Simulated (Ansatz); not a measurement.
# Work function of hcp Re face by face (PBEsol)

Does the work function of Re follow how densely a face is packed?

All values are computed: Ansatz 0.2.0, PBEsol, plane waves, scalar-relativistic unless marked; slabs or sheets with vacuum, the vacuum level from the planar mean of the electrostatic potential.

| face | atoms in the slab | top-layer atoms per Å² | work function (eV) |
| --- | --- | --- | --- |
| (100) | 12 | 0.081 | 4.78 |
| (001) | 6 | 0.151 | 5.01 |

The densest face listed is +0.23 eV against the most open one. That fits Smoluchowski's order: on an open face electrons flow from the ridges into the troughs, which leaves a dipole with its positive end outwards and lowers the barrier.

The slabs are 1×1 cuts on the parent's lattice, 11.0 to 12.4 Å between the outer relaxed layers. Two faces can't establish a trend.
